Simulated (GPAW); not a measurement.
# An In chain with one bond drawn out: a series of junctions, part 2 of 2

Wanted: the trend of the zero-bias conductance over a family of junctions, an In chain with one bond drawn out.

GPAW 26.7.0; GPAW LCAO, PAW setups; Landauer transmission from Green's functions with principal layers (ASE), zero bias.

So far, conductance (G₀): step 2 (member of the series, stretch 0.2 Å) 2.89; step 6 (stretch 1.6 Å) 0.717; step 7 (stretch 2 Å) 0.365; step 8 (stretch 2.6 Å) 0.119; step 9 (stretch 3.2 Å) 0.0349.

### Step 10. Comparing the runs

Times are for 1 thread of Arm Neoverse V2, shared host. The runs compared:

| no. | stretch (Å) | conductance (G₀) | time | memory (GiB) |
| --- | --- | --- | --- | --- |
| 1 | 0.2 | 2.886 | 36 s | 1.0 |
| 2 | 0.5 | 2.551 | 36 s | 1.0 |
| 3 | 0.8 | 2.030 | 35 s | 1.0 |
| 4 | 1.2 | 1.290 | 36 s | 1.0 |
| 5 | 1.6 | 0.7172 | 36 s | 1.1 |
| 6 | 2 | 0.3649 | 35 s | 1.1 |
| 7 | 2.6 | 0.1186 | 36 s | 1.1 |
| 8 | 3.2 | 0.03492 | 36 s | 1.1 |

The runs together. The transmission, zone mean by energy, zero at the Fermi level:

| energy (eV) | 0.2 | 0.5 | 1.2 | 1.6 | 2.6 | 3.2 |
| --- | --- | --- | --- | --- | --- | --- |
| -2.00 | 3.5e-8 | 1.4e-8 | 3.0e-9 | 1.4e-9 | 1.6e-10 | 3.7e-11 |
| -1.85 | 4.4e-9 | 2.3e-9 | 5.7e-10 | 2.5e-10 | 2.6e-11 | 6.0e-12 |
| -1.70 | 2.7e-9 | 1.6e-9 | 4.3e-10 | 1.8e-10 | 1.9e-11 | 4.3e-12 |
| -1.50 | 6.5e-9 | 4.3e-9 | 1.1e-9 | 4.7e-10 | 4.8e-11 | 1.2e-11 |
| -1.35 | 8.3e-8 | 6.1e-8 | 1.5e-8 | 5.4e-9 | 4.8e-10 | 1.2e-10 |
| -1.20 | 0.984 | 0.874 | 0.316 | 0.130 | 0.0130 | 0.00329 |
| -1.05 | 0.988 | 0.914 | 0.459 | 0.229 | 0.0289 | 0.00765 |
| -0.90 | 0.989 | 0.921 | 0.508 | 0.275 | 0.0389 | 0.0106 |
| -0.70 | 0.989 | 0.924 | 0.543 | 0.313 | 0.0496 | 0.0140 |
| -0.55 | 0.989 | 0.926 | 0.562 | 0.335 | 0.0571 | 0.0166 |
| -0.40 | 0.989 | 0.927 | 0.576 | 0.354 | 0.0645 | 0.0192 |
| -0.25 | 0.989 | 0.928 | 0.589 | 0.370 | 0.0717 | 0.0219 |
| -0.10 | 2.89 | 2.45 | 1.08 | 0.583 | 0.0977 | 0.0291 |
| 0.00 | 2.93 | 2.64 | 1.38 | 0.766 | 0.124 | 0.0362 |
| 0.10 | 2.94 | 2.63 | 1.37 | 0.775 | 0.131 | 0.0387 |
| 0.25 | 2.92 | 2.55 | 1.24 | 0.700 | 0.126 | 0.0389 |
| 0.40 | 2.91 | 2.48 | 1.17 | 0.665 | 0.127 | 0.0405 |
| 0.55 | 2.90 | 2.45 | 1.14 | 0.658 | 0.132 | 0.0433 |
| 0.70 | 2.90 | 2.45 | 1.15 | 0.672 | 0.140 | 0.0468 |
| 0.90 | 2.91 | 2.48 | 1.19 | 0.703 | 0.152 | 0.0522 |
| 1.05 | 2.91 | 2.50 | 1.23 | 0.728 | 0.162 | 0.0567 |
| 1.20 | 2.91 | 2.51 | 1.25 | 0.751 | 0.173 | 0.0616 |
| 1.35 | 2.91 | 2.52 | 1.27 | 0.770 | 0.183 | 0.0670 |
| 1.50 | 2.91 | 2.52 | 1.28 | 0.783 | 0.194 | 0.0728 |
| 1.70 | 2.92 | 2.51 | 1.28 | 0.790 | 0.208 | 0.0813 |
| 1.85 | 2.91 | 2.48 | 1.25 | 0.786 | 0.219 | 0.0883 |
| 2.00 | 2.91 | 2.47 | 1.24 | 0.784 | 0.230 | 0.0961 |

The runs together. The current through one cell, from the zero-bias transmission by bias:

| bias (V) | 0.2 (μA) | 0.5 (μA) | 1.2 (μA) | 1.6 (μA) | 2.6 (μA) | 3.2 (μA) |
| --- | --- | --- | --- | --- | --- | --- |
| 0.100 | 22.3 | 19.7 | 9.91 | 5.52 | 0.914 | 0.270 |
| 0.200 | 44.1 | 38.7 | 19.4 | 10.8 | 1.80 | 0.534 |
| 0.500 | 100 | 87.2 | 43.7 | 24.7 | 4.26 | 1.28 |
| 1.000 | 177 | 154 | 77.9 | 44.7 | 8.01 | 2.44 |
| 1.500 | 252 | 219 | 111 | 63.9 | 11.7 | 3.61 |
| 2.000 | 327 | 285 | 144 | 82.8 | 15.4 | 4.82 |

### Step 11. Other settings

One more run, with changed settings.

The input, run.py:

```python
import json
import numpy as np
from ase import Atoms
from ase.transport.calculators import TransportCalculator
from gpaw import GPAW, FermiDirac
from gpaw.lcao.tools import get_lcao_hamiltonian
from scipy.linalg import eigh

# The junction with lead layers at both ends, along the third cell vector
device = Atoms(
    ['In', 'In', 'In', 'In', 'In', 'In', 'In', 'In', 'In', 'In'],
    positions=[
        [4.50000, 4.50000, 1.47500],
        [4.50000, 4.50000, 4.42500],
        [4.50000, 4.50000, 7.37500],
        [4.50000, 4.50000, 10.32500],
        [4.50000, 4.50000, 13.27500],
        [4.50000, 4.50000, 17.02500],
        [4.50000, 4.50000, 19.97500],
        [4.50000, 4.50000, 22.92500],
        [4.50000, 4.50000, 25.87500],
        [4.50000, 4.50000, 28.82500]],
    cell=[[9.0, 0.0, 0.0], [0.0, 9.0, 0.0], [0.0, 0.0, 30.3]],
    pbc=True)

# One principal layer of the lead: the first 3 atoms of the device
lead = Atoms(
    ['In', 'In', 'In'],
    positions=[
        [4.50000, 4.50000, 1.47500],
        [4.50000, 4.50000, 4.42500],
        [4.50000, 4.50000, 7.37500]],
    cell=[[9.0, 0.0, 0.0], [0.0, 9.0, 0.0], [0.0, 0.0, 8.85]],
    pbc=True)

settings = dict(mode='lcao', basis='dzp', xc='LDA', h=0.2,
                occupations=FermiDirac(0.1), maxiter=50,
                mixer=dict(beta=0.1, nmaxold=8, weight=100.0),
                convergence=dict(density=0.0001))
energies = np.arange(-2, 2 + 1e-9, 0.05)
eta = 0.0001
n1, n2 = 1, 1
# k and -k transmit alike, so half of the mesh across the current serves
mesh = [(i, j) for i in range(n1) for j in range(n2) if (i, j) <= (-i % n1, -j % n2)]
weights = np.array([1 if (i, j) == (-i % n1, -j % n2) else 2 for i, j in mesh]) / (n1 * n2)

# [... helper functions left out ...]
fermi_lead = ground_state(lead, (1, 1, 1), 'lead.txt')
fermi_device = ground_state(device, (1, 1, 3), 'device.txt')
# [... loop over the mesh left out, but for ...]
        # Shift the lead onto the potential of the device's first layer
        shift = ((H[:, 0, 0] - H0[:, 0, 0]) / S0[0, 0]).real.mean()
# [...]
kT = 8.617333e-5 * 500
bias = [0.1, 0.2, 0.5, 1.0, 1.5, 2.0]
# [... integrals and printing left out ...]
```

Launch:

```
> OMP_NUM_THREADS=1 OPENBLAS_NUM_THREADS=1 python run.py
```

Wall time 33 s (1 thread of Arm Neoverse V2, shared host); peak memory 1 GiB.

The run finished. A setting was moved off its sound value on purpose, so it serves as a test and not as the result.

The fault put into the input: one k-point along the lead (lead_nz = 1).

### Step 12. Summary of results

```json
{"conductance, first and last member": "2.89 and 0.0349 G₀", "largest and smallest": "2.89 and 0.0349 G₀"}
```

In words: As the extra bond length goes from 0.2 to 3.2 Å, the conductance goes from 2.89 to 0.0349 G₀. The conductance falls at every step of the series. The geometry was built from estimated bond lengths and not relaxed, so the numbers describe this model structure. Spin-orbit coupling is left out, which matters for the heavy atoms here. An evenly spaced straight chain is an idealisation: free chains tend to dimerise, zigzag or, where a band edge lies near the Fermi level, turn magnetic. The currents use the zero-bias T(E) throughout, which holds only while the bias is small against the distance to the nearest feature. The thermopower isn't quoted: it samples T(E) farther from the Fermi level than the conductance does, and the energy grid wasn't tested for it. Atomic orbitals end short of the vacuum, so tunnelling across a wide gap comes out too low. Within about eight thermal energies of the Fermi level ln T(E) bends sharply from one computed energy to the next, or the lead's channel count changes, so the thermal averages, above all the thermopower, rest on an interpolation that may be rough.

[Logs are printed without paths, hosts, clocks, repeated set-up lines and the standing remarks that a program may print on its own settings, such as how far it seeks lower states.]

[Hosts, paths, dates, database ids (printed as entryN), source tags and the programs' standing remarks are cut or masked in the printed files.]
